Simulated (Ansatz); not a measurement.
**W2N monolayer: modes against uniaxial strain along a, the zigzag direction, with the width clamped**

Wanted: the shifts of the zone-centre modes of W2N monolayer with strain.

Program: Ansatz 0.2.0. Level of theory: DFT PBE, scalar-relativistic, plane waves, PAW; PAW set soft_1. Results are calculated unless marked as measured.

## Step 1: Starting point

The cell holds 3 atoms: 1 N and 2 W. Cell: a = 2.900 Å, b = 2.900 Å, c = 28.600 Å, α = 90.0°, β = 90.0°, γ = 120.0°. Vacuum lies along c. The height across the vacuum is the one that the program set for its solve, not the one typed.

## Step 2: A rough relaxation first

A rough relaxation comes first, because large forces or stress need no tight tolerances yet. The program lengthens the typed cell of 20.0 Å along the normal to 28.6 Å, as its cut-off of the electrostatics needs, and moves no atom.

Contents of input.yaml:

```yaml
crystal:
  lattice:
    - [2.9, 0.0, 0.0]
    - [-1.45, 2.51147, 0.0]
    - [0.0, 0.0, 20.0]
  atoms:
    - { symbol: "N", position: [0.0, 0.0, 0.5] }
    - { symbol: W, position: [0.333333, 0.666667, 0.56] }
    - { symbol: W, position: [0.666667, 0.333333, 0.44] }
  periodic: [true, true, false]
kpoints:
  mp_grid: { grid: [9, 9, 1] }
hamiltonian:
  xc: pbe
  pseudopotentials: { kind: paw, azcp: { folder: soft_1 } }
scf:
  occupations: { method: gaussian, width: 0.1 }
output:
  forces: true
  stress: true
  eigenvalues: true
relax:
  adjacent_minimum: "off"
  f_tol: 0.05
  max_steps: 80
  cell: { stress_2d_tol: 0.02 }
```

On the command line:

```sh
$ ansatz run input.yaml --threads 4 --pin off --max-ram 16384MiB --backend cpu --events-out ev --progress --plain --runs-dir out
```

Numbers of over 12 decimals in the logs are rounded to 6 here.

The program printed:

```text
[...]
F+E_penalty+E_count = -21152.98171008 eV   max|allowed force component| = 9.214e-5 eV/Å   (the final SCF, on the basis selected at the relaxed cell)
  cell:  # Å, volume = 191.9412 Å³
    - [2.783785, 0, 0]
    - [-1.391893, 2.410829, 0]
    - [0, 0, 28.6]
  atoms:
    - { symbol: N, position: [0, 0, 0.349650] }
    - { symbol: W, position: [0.333333, 0.666667, 0.400292] }
    - { symbol: W, position: [0.666667, 0.333333, 0.299008] }
[key lines of the parts left out:]
SCF converged after 5 iterations
Free energy (F): -21152.981710 eV
Fermi energy:    -5.353171 eV
P = ½ c Tr σ = -0.0009 N/m
```

It took 13 s on 4 threads of Arm Neoverse V1, shared host; peak memory 0.39 GiB; 45 s of CPU time.

This run has no spin polarisation although its electron count is odd.

The steps of the relaxation:

```
step  energy less that of the first step (eV)  largest force component (eV/Å)  volume (Å³)
   1                                   0.0000                          2.7524       208.30
   2                                  -0.5250                          0.9738       196.66
   3                                  -0.5564                          0.0334       185.27
   4                                  -0.6008                          0.1105       192.59
   5                                  -0.6021                          0.0090       192.01
   6                                  -0.6021                          0.0001       192.00
  7*                                  -0.5994                          0.0006       192.00
   8                                  -0.5994                          0.0001       191.94
  9*                                  -0.5994                          0.0001       191.94
```

Relaxation steps marked * repeat the geometry before them on a plane-wave basis chosen anew for their cell, so energy and pressure can jump there.

Forces are held to the 12 operations that the run works with; a distortion that breaks them can't arise in this run.

| cell as run | before | after | change |
| --- | --- | --- | --- |
| a (Å) | 2.900 | 2.784 | -4.0 % |
| b (Å) | 2.900 | 2.784 | -4.0 % |

The atoms that moved most (Å, along periodic axes as changes of fractional coordinates times the final cell, across vacuum about the mean position):

```csv
atom,dx,dy,dz,length
W2,0.000,0.000,0.248,0.248
W3,0.000,0.000,-0.248,0.248
```

The relaxed structure:

```xyz
3
Lattice="2.7838 0.0000 0.0000 -1.3919 2.4108 0.0000 0.0000 0.0000 28.6000" Properties=species:S:1:pos:R:3
N     0.0000    0.0000   10.0000
W     0.0000    1.6072   11.4484
W     1.3919    0.8036    8.5516
```

This step gave:

* gap on the k-mesh: 0 eV
* area per atom: 2.237 Å²

The relaxation ends with a largest force component of 9.2e-5 eV/Å.

## Step 3: Bringing the structure to rest

The cell and atoms are relaxed, since residual forces and stress would shift the frequencies.

input.yaml, the sections that differ from step 2:

```yaml
crystal:
  lattice:
    - [2.783785406, 0.0, 0.0]
    - [-1.391892703, 2.4108288803, 0.0]
    - [0.0, 0.0, 28.6]
  atoms:
    - { symbol: "N", position: [0.0, 0.0, 0.3496503497] }
    - { symbol: W, position: [0.3333333333, 0.6666666667, 0.4002922194] }
    - { symbol: W, position: [0.6666666667, 0.3333333333, 0.2990084799] }
  periodic: [true, true, false]
kpoints:
  mp_grid: { grid: [18, 18, 1] }
relax:
  adjacent_minimum: "off"
  f_tol: 0.005
  max_steps: 80
  cell: { stress_2d_tol: 0.02 }
# hamiltonian, scf, output: as in step 2
```

The program printed:

```text
[...]
Crystal: 3 atoms, lattice volume = 191.941 Å³
Basis set: ecut = 420 eV, 3803 PW (Γ), exchange–correlation on 40×40×384 points (8 copies of the dense FFT grid, shifted against one another)
Bands: 21, of which v1, the nominal top of the filled ones, is band 17 counted from 1 (16 counted from 0)
Symmetry: 12 space group operations
[...]
k-points: 37 of 324
[...]
k-point 36: bands = [... 13 lower, -6.9134, -6.9134, -6.6538, -4.6458, -4.6458, -2.9955, -2.9955, -2.2901]
--- Relaxed structure (4 steps of the walk, 4 accepted, 1 SCFs on fresh bases) ---
[...]
cell:  # Å, volume = 191.3605 Å³
    - [2.779572, 0.0, 0]
    - [-1.389786, 2.407180, 0]
    - [0, 0, 28.6]
  atoms:
    - { symbol: N, position: [0, 0, 0.349650] }
    - { symbol: W, position: [0.333333, 0.666667, 0.400557] }
    - { symbol: W, position: [0.666667, 0.333333, 0.298744] }
[key lines of the parts left out:]
SCF converged after 6 iterations
Free energy (F): -21152.970762 eV
Fermi energy:    -5.302076 eV
P = ½ c Tr σ = -0.0053 N/m
```

Elapsed: 16 s, on 4 threads; peak memory 0.48 GiB; 61 s of CPU time.

Step by step:

```csv
step,energy less that of the first step (eV),largest force component (eV/Å),volume (Å³)
1,0.0000,0.0637,191.94
2,-0.0007,0.0267,191.16
3,-0.0007,0.0332,191.47
4,-0.0008,0.0001,191.36
5*,-0.0006,0.0001,191.36
```

Relaxation steps marked * repeat the geometry before them on a plane-wave basis chosen anew for their cell, so energy and pressure can jump there.

Forces are held to the 12 operations that the run works with; a distortion that breaks them can't arise in this run.

| cell as run | before | after | change |
| --- | --- | --- | --- |
| a (Å) | 2.784 | 2.780 | -0.2 % |
| b (Å) | 2.784 | 2.780 | -0.2 % |

The relaxed structure:

```xyz
3
Lattice="2.7796 0.0000 0.0000 -1.3898 2.4072 0.0000 0.0000 0.0000 28.6000" Properties=species:S:1:pos:R:3
N     0.0000    0.0000   10.0000
W     0.0000    1.6048   11.4559
W     1.3898    0.8024    8.5441
```

Numbers from this step:

```
area per atom : 2.23 Å²
```

The relaxation ends with a largest force component of 1.2e-4 eV/Å.

## Step 4: Tight relaxation

Phonons need small forces and stress, so the relaxation is finished with tight tolerances on 18×18×1 k points. The program lengthens the typed cell of 28.6 Å along the normal to 29.6 Å, as its cut-off of the electrostatics needs, and moves no atom.

Contents of input.yaml:

```yaml
crystal:
  lattice:
    - [2.7795716256, 0.0, 0.0]
    - [-1.3897858128, 2.4071796394, 0.0]
    - [0.0, 0.0, 28.6]
  atoms:
    - { symbol: "N", position: [0.0, 0.0, 0.3496503497] }
    - { symbol: W, position: [0.3333333333, 0.6666666667, 0.4005568739] }
    - { symbol: W, position: [0.6666666667, 0.3333333333, 0.2987438254] }
  periodic: [true, true, false]
kpoints:
  mp_grid: { grid: [18, 18, 1] }
hamiltonian:
  xc: pbe
  pseudopotentials: { kind: paw, azcp: { folder: soft_1 } }
scf:
  occupations: { method: methfessel_paxton, width: 0.2 }
output:
  forces: true
  stress: true
  eigenvalues: true
  write_density: true
  write_potential: true
  elf: true
  volumetric_format: npy
relax:
  adjacent_minimum: "off"
  f_tol: 0.001
  max_steps: 60
  cell: { stress_2d_tol: 0.002 }
```

The program printed:

```text
[...]
Crystal: 3 atoms, lattice volume = 198.210 Å³
Basis set: ecut = 420 eV, 3891 PW (Γ), exchange–correlation on 40×40×400 points (8 copies of the dense FFT grid, shifted against one another)
Bands: 21, of which v1, the nominal top of the filled ones, is band 17 counted from 1 (16 counted from 0)
Symmetry: 12 space group operations
[...]
k-point 36: bands = [... 13 lower, -6.9093, -6.9093, -6.6495, -4.6401, -4.6401, -2.9933, -2.9933, -2.2825]
--- Relaxed structure (4 steps of the walk, 4 accepted, 1 SCFs on fresh bases) ---
[...]
cell:  # Å, volume = 198.2246 Å³
    - [2.779674, 0, 0]
    - [-1.389837, 2.407268, 0]
    - [0, 0, 29.6237063742]
  atoms:
    - { symbol: N, position: [0, 0, 0.337567] }
    - { symbol: W, position: [0.333333, 0.666667, 0.386700] }
    - { symbol: W, position: [0.666667, 0.333333, 0.288435] }
[key lines of the parts left out:]
SCF converged after 6 iterations
Free energy (F): -21152.964864 eV
Fermi energy:    -5.300290 eV
P = ½ c Tr σ = 0.0002 N/m
```

Elapsed: 17 s, on 4 threads; peak memory 0.49 GiB.

Little changed from the start: no atom moved by 0.005 Å and no cell edge by 0.1 %.

Electrostatic potential energy in the ac plane at fractional y = 0.000, with atoms of N within 0.2 Å of it. With pseudopotentials it is smooth inside the atoms' cores, unlike the true potential.

Ten even steps from '_' (-26 eV) to '@' (0 eV), each cell a mean:
```
@@@@@@@@@@@@@@@@@@@@@@@@@@@@
@@@@@@@@@@@@@@@@@@@@@@@@@@@@
@@@@@@@@@@@@@@@@@@@@@@@@@@@@
@@@@@@@@@@@@@@@@@@@@@@@@@@@@
@@@@@@@@@@@@@@@@@@@@@@@@@@@@
@@@@@@@@@@@@@@@@@@@@@@@@@@@@
@@@@@@@@@@@@@@@@@@@@@@@@@@@@
@@@@@@@@@@@@@@@@@@@@@@@@@@@@
@@@@@@@@@@@@@@@@@@@@@@@@@@@@
@@@@@@@@@@@@@@@@@@@@@@@@@@@@
@@@@@@@@@@@@@@@@@@@@@@@@@@@@
@@@@@@@@@@@@@@@@@@@@@@@@@@@@
@@@@@@@@@@@@@@@@@@@@@@@@@@@@
@@@@@@@@%%%%%%%%%%%%%%@@@@@@
####**++--..______..--++**##
__....::++++++++++++++::....
----======--::::::--======--
%%%%##**++--::::::--++**##%%
@@@@@@@@@@@@@@@@@@@@@@@@@@@@
@@@@@@@@@@@@@@@@@@@@@@@@@@@@
@@@@@@@@@@@@@@@@@@@@@@@@@@@@
@@@@@@@@@@@@@@@@@@@@@@@@@@@@
@@@@@@@@@@@@@@@@@@@@@@@@@@@@
@@@@@@@@@@@@@@@@@@@@@@@@@@@@
```
Columns run along a (2.8 Å; values clipped at the 3rd and 97th percentile), rows up along c (29.6 Å). Atoms in or near the plane, at fractional coordinates: N at (0.00, 0.34).

Valence density in the ac plane at fractional y = 0.000, with atoms of N within 0.2 Å of it. It is the smooth field of the valence electrons, not physical close to the nuclei.

Ten steps, logarithmic in the rise over the least value, from '0' (0.0 e/Å³) to '9' (2.4 e/Å³), each cell a mean:
```
00000000000000
00000000000000
00000000000000
00000000000000
00000000000000
00000000000000
00000000000000
00000000000000
00000000000000
00000000000000
00000000000000
00000000000000
00000000000000
33333333333333
55566788876655
99987665667899
88876777776788
55556677766555
22222222222222
00000000000000
00000000000000
00000000000000
00000000000000
00000000000000
```
Columns run along a (2.8 Å), rows up along c (29.6 Å). Atoms in or near the plane, at fractional coordinates: N at (0.00, 0.34).

ELF in the ac plane at fractional y = 0.000, with atoms of N within 0.2 Å of it. It is the smooth field of the valence electrons, not physical close to the nuclei.

Values, 24 rows by 14 columns, each cell a mean:
```
0.00 0.00 0.00 0.00 0.00 0.00 0.00 0.00 0.00 0.00 0.00 0.00 0.00 0.00
0.00 0.00 0.00 0.00 0.00 0.00 0.00 0.00 0.00 0.00 0.00 0.00 0.00 0.00
0.00 0.00 0.00 0.00 0.00 0.00 0.00 0.00 0.00 0.00 0.00 0.00 0.00 0.00
0.00 0.00 0.00 0.00 0.00 0.00 0.00 0.00 0.00 0.00 0.00 0.00 0.00 0.00
0.00 0.00 0.00 0.00 0.00 0.00 0.00 0.00 0.00 0.00 0.00 0.00 0.00 0.00
0.00 0.00 0.00 0.00 0.00 0.00 0.00 0.00 0.00 0.00 0.00 0.00 0.00 0.00
0.00 0.00 0.00 0.00 0.00 0.00 0.00 0.00 0.00 0.00 0.00 0.00 0.00 0.00
0.00 0.00 0.00 0.00 0.00 0.00 0.00 0.00 0.00 0.00 0.00 0.00 0.00 0.00
0.00 0.00 0.00 0.00 0.00 0.00 0.00 0.00 0.00 0.00 0.00 0.00 0.00 0.00
0.00 0.00 0.00 0.00 0.00 0.00 0.00 0.00 0.00 0.00 0.00 0.00 0.00 0.00
0.00 0.00 0.00 0.00 0.00 0.00 0.00 0.00 0.00 0.00 0.00 0.00 0.00 0.00
0.00 0.00 0.00 0.00 0.00 0.00 0.00 0.00 0.00 0.00 0.00 0.00 0.00 0.00
0.13 0.12 0.11 0.10 0.09 0.08 0.07 0.07 0.07 0.08 0.09 0.10 0.11 0.12
0.58 0.56 0.51 0.43 0.33 0.25 0.21 0.19 0.21 0.25 0.33 0.43 0.51 0.56
0.45 0.43 0.36 0.28 0.26 0.31 0.37 0.39 0.37 0.31 0.26 0.28 0.36 0.43
0.43 0.51 0.65 0.65 0.52 0.33 0.19 0.16 0.19 0.33 0.52 0.65 0.65 0.51
0.51 0.51 0.50 0.42 0.33 0.28 0.27 0.28 0.27 0.28 0.33 0.42 0.50 0.51
0.59 0.56 0.49 0.39 0.31 0.28 0.28 0.28 0.28 0.28 0.31 0.39 0.49 0.56
0.42 0.41 0.37 0.32 0.26 0.21 0.18 0.17 0.18 0.21 0.26 0.32 0.37 0.41
0.04 0.04 0.04 0.04 0.03 0.03 0.03 0.03 0.03 0.03 0.03 0.04 0.04 0.04
0.00 0.00 0.00 0.00 0.00 0.00 0.00 0.00 0.00 0.00 0.00 0.00 0.00 0.00
0.00 0.00 0.00 0.00 0.00 0.00 0.00 0.00 0.00 0.00 0.00 0.00 0.00 0.00
0.00 0.00 0.00 0.00 0.00 0.00 0.00 0.00 0.00 0.00 0.00 0.00 0.00 0.00
0.00 0.00 0.00 0.00 0.00 0.00 0.00 0.00 0.00 0.00 0.00 0.00 0.00 0.00
```
Columns run along a (2.8 Å), rows up along c (29.6 Å). Atoms in or near the plane, at fractional coordinates: N at (0.00, 0.34).

The largest force component left is 0.018 meV/Å, within the tolerances set.

## Step 5: Modes at rest

Phonons follow from the second derivative of the energy, found here by linear response.

The modes at rest are the reference of the series.

input.yaml, the sections that differ from step 4:

```yaml
crystal:
  lattice:
    - [2.7796736243, 0.0, 0.0]
    - [-1.3898368121, 2.4072679729, 0.0]
    - [0.0, 0.0, 29.6237063742]
  atoms:
    - { symbol: "N", position: [0.0, 0.0, 0.3375674831] }
    - { symbol: W, position: [0.3333333333, 0.6666666667, 0.3866995686] }
    - { symbol: W, position: [0.6666666667, 0.3333333333, 0.2884353976] }
  periodic: [true, true, false]
output:
  eigenvalues: true
phonons:
  method: dfpt
# kpoints, hamiltonian, scf: as in step 4
# relax: removed
```

The program printed:

```text
Warning: crystal.symmetry: narrowed to the stabiliser of the run's FFT grids — unitary ops 12 → 6. A phonons.method: dfpt run fills in the rows of the dynamical matrix that it does not solve by its symmetry operations, which is exact only for operations that map its FFT grids onto themselves: filled in by any other, the frequencies could depend on the order in which like atoms are typed, or, by more than the grids' own error, on where the crystal sits among the grids' points. Excluded: 6 operations. The run can therefore solve more perturbations, solve them on more k-points, or both, and cost more. [rest of the remark cut]
[...]
Crystal: 3 atoms, lattice volume = 198.225 Å³
Basis set: ecut = 420 eV, 3891 PW (Γ), exchange–correlation on 40×40×400 points (8 copies of the dense FFT grid, shifted against one another)
Bands: 21, of which v1, the nominal top of the filled ones, is band 17 counted from 1 (16 counted from 0)
Symmetry: 12 space group operations
k-points: 91 of 324 (irreducible under 2 space group operations, time reversal used)
[...]
SCF iter   1: F=—  HF=-21154.823025 eV  |F-HF|=—  |Δ(HF+E_count)|=         —  Δρ=5.46e-2  dr2=7.90e0  ethr=3.10e-3  ⟨swp⟩=11.7  Hψ=15853  notcnv=0
[...]
SCF iter  12: F=-21152.964864 eV  HF=-21152.964864 eV  |F-HF|=3.64e-12  |Δ(HF+E_count)|=  2.51e-10  S|Δr|=    0.00e0  Δρ=3.71e-8  dr2=2.47e-12  ethr=1.00e-12  ⟨swp⟩=15.4  Hψ=16212  notcnv=0
SCF 1 converged in 12 iterations: F = -21152.964864 eV  dr2 = 2.47e-12
[...]
DFPT response loops at Γ: preconditioner auto → none (partly filled bands, converged f_vac=0.740); β = 0.50; Broyden in place of MSR1
SCF converged after 12 iterations
[...]
Free energy (F): -21152.964864 eV
[...]
Internal energy: -21152.966404 eV  (E = F + TS)
E sigma→0 (E₀):  -21152.965249 eV
Entropy (-TS):   0.001540 eV (0.513 meV/atom)
Fermi energy:    -5.300291 eV
[...]
--- Band table (eV; the first three rows and the last of 91) ---
  k-point 0: bands = [... 13 lower, -6.7051, -6.5628, -6.4336, -6.3027, -6.3027, -4.6199, -4.6199, -3.6163]
  k-point 1: bands = [... 13 lower, -6.9599, -6.6114, -6.5493, -6.1826, -6.0245, -4.7679, -4.6501, -3.5403]
  k-point 2: bands = [... 13 lower, -7.5378, -6.7432, -6.4376, -5.8270, -5.8197, -4.9958, -4.6501, -3.4021]
  k-point 90: bands = [... 13 lower, -7.2748, -7.0760, -6.6307, -5.1348, -4.0690, -3.6163, -2.2385, -2.0012]
--- Phonons (Γ-DFPT): 6 representative perturbations + reference, on 91 of 324 k-points (Σ response iterations 33) ---
  ASR residual: 7.946e-5 → 0.000e0 eV/Å²; symmetrization residual: 1.118e-5 eV/Å²
  The last average, over the group as it would stand without the narrowing to the FFT grids, took up to 6.837e-7 eV/Å² of the zone centre's force constants
  ASR residual per site (eV/Å²): 7.95e-5 4.88e-5 4.75e-5
  Γ frequencies (cm⁻¹): 0.00 0.00 0.00 88.10 88.10 147.13 305.55 305.55 573.85
  non-analytic LO–TO correction: not included (Born effective charges unavailable; polar crystals: no LO–TO splitting at Γ)
```

It took 91 s on 4 threads; peak memory 1.3 GiB.

The column dr2 measures how far the density is from self-consistency, as an energy; F and HF (Harris–Foulkes) agree once it is small.

Numbers from this step:

* sum-rule residual before enforcement: 7.95e-5 eV/Å²
* point group: -3m
* highest optical mode at the zone centre (no LO-TO term): 573.9 cm⁻¹
* lowest optical zone-centre mode: 88.1 cm⁻¹

Patterns of degenerate modes are one choice out of their space. Modes at Γ, with each element's share of the kinetic energy:

```csv
mode,frequency (cm⁻¹),symmetry,N %,W %
1,0.0,acoustic,4,96
2,0.0,acoustic,4,96
3,0.0,acoustic,4,96
4,88.1,Eg,0,100
5,88.1,Eg,0,100
6,147.1,A1g,0,100
7,305.6,Eu,96,4
8,305.6,Eu,96,4
9,573.9,A2u,96,4
```

Displacements in mode 4 (88.1 cm⁻¹), the largest set to 1:
```
N1   0.00  0.00  0.00
W2  -0.16  1.00  0.00
W3   0.16 -1.00  0.00
```

Displacements in mode 9 (573.9 cm⁻¹), the largest set to 1:
```
N1   0.00  0.00  1.00
W2   0.00  0.00 -0.04
W3   0.00  0.00 -0.04
```

Before it was imposed, the acoustic sum rule was missed by 7.9e-5 eV/Å². Small misses are needed for a sound result but don't prove that mesh and cutoff are converged. The lowest optical mode is real, 88.1 cm⁻¹.

## Step 6: Relaxation of a member: uniaxial strain of +5 % along a, the zigzag direction, with the width clamped

The cell takes a uniaxial strain of +5 % along a, the zigzag direction, with the width clamped. The cell is held, and the atoms relax in it.

input.yaml, the sections that differ from step 5:

```yaml
crystal:
  lattice:
    - [2.9186573053, 0.0, 0.0]
    - [-1.4593286527, 2.4072679729, 0.0]
    - [0.0, 0.0, 29.6237063742]
  atoms:
    - { symbol: "N", position: [0.0, 0.0, 0.3375674831] }
    - { symbol: W, position: [0.3387147543, 0.6774295086, 0.3850806675] }
    - { symbol: W, position: [0.6612852457, 0.3225704914, 0.2900542987] }
  periodic: [true, true, false]
output:
  forces: true
  stress: true
  eigenvalues: true
relax:
  adjacent_minimum: "off"
  f_tol: 0.001
  max_steps: 60
# kpoints, hamiltonian, scf: as in step 5
# phonons: removed
```

The program printed:

```text
[...]
--- Relaxed structure (5 steps of the walk, 5 accepted, 0 SCFs on fresh bases) ---
  F+E_penalty+E_count = -21152.86256032 eV   max|allowed force component| = 4.010e-4 eV/Å
  cell:  # Å, volume = 208.1359 Å³
    - [2.9186573053, 3.0310926134958984e-11, 0.0]
    - [-1.459328652675, 2.407268, 0.0]
    - [0.0, 0.0, 29.6237063742]
  atoms:
    - { symbol: N, position: [0, 0, 0.337567] }
    - { symbol: W, position: [0.340912, 0.681825, 0.384652] }
    - { symbol: W, position: [0.659088, 0.318175, 0.290483] }
[key lines of the parts left out:]
SCF converged after 3 iterations
Free energy (F): -21152.862560 eV
Fermi energy:    -5.190287 eV
P = ½ c Tr σ = -6.2465 N/m
```

Wall time 34 s (4 threads); peak memory 0.62 GiB; 2.2 min of CPU time.

The steps of the relaxation:

| step | energy less that of the first step (eV) | largest force component (eV/Å) |
| --- | --- | --- |
| 1 | 0.0000 | 0.1562 |
| 2 | -0.0022 | 0.0275 |
| 3 | -0.0024 | 0.0106 |
| 4 | -0.0024 | 0.0004 |
| 5 | -0.0024 | 0.0004 |

The run keeps the 4 symmetry operations that it works with, so distortions that break them were not tested.

The atoms that moved most (Å):

```
atom     dx      dy      dz  length
  W3  0.000  -0.011   0.013   0.017
  W2  0.000   0.011  -0.013   0.017
```

Final coordinates:

```xyz
3
Lattice="2.9187 0.0000 0.0000 -1.4593 2.4073 0.0000 0.0000 0.0000 29.6237" Properties=species:S:1:pos:R:3
N     0.0000    0.0000   10.0000
W     0.0000    1.6413   11.3948
W     1.4593    0.7659    8.6052
```

This step gave:

```
area per atom : 2.342 Å²
```

The largest force component left is 0.40 meV/Å.

(Continued in part 2 of 2.)

[Logs are printed without paths, hosts, clocks, repeated set-up lines and the standing remarks that a program may print on its own settings, such as how far it seeks lower states.]

[Hosts, paths, dates, database ids (printed as entryN), source tags and the programs' standing remarks are cut or masked in the printed files.]
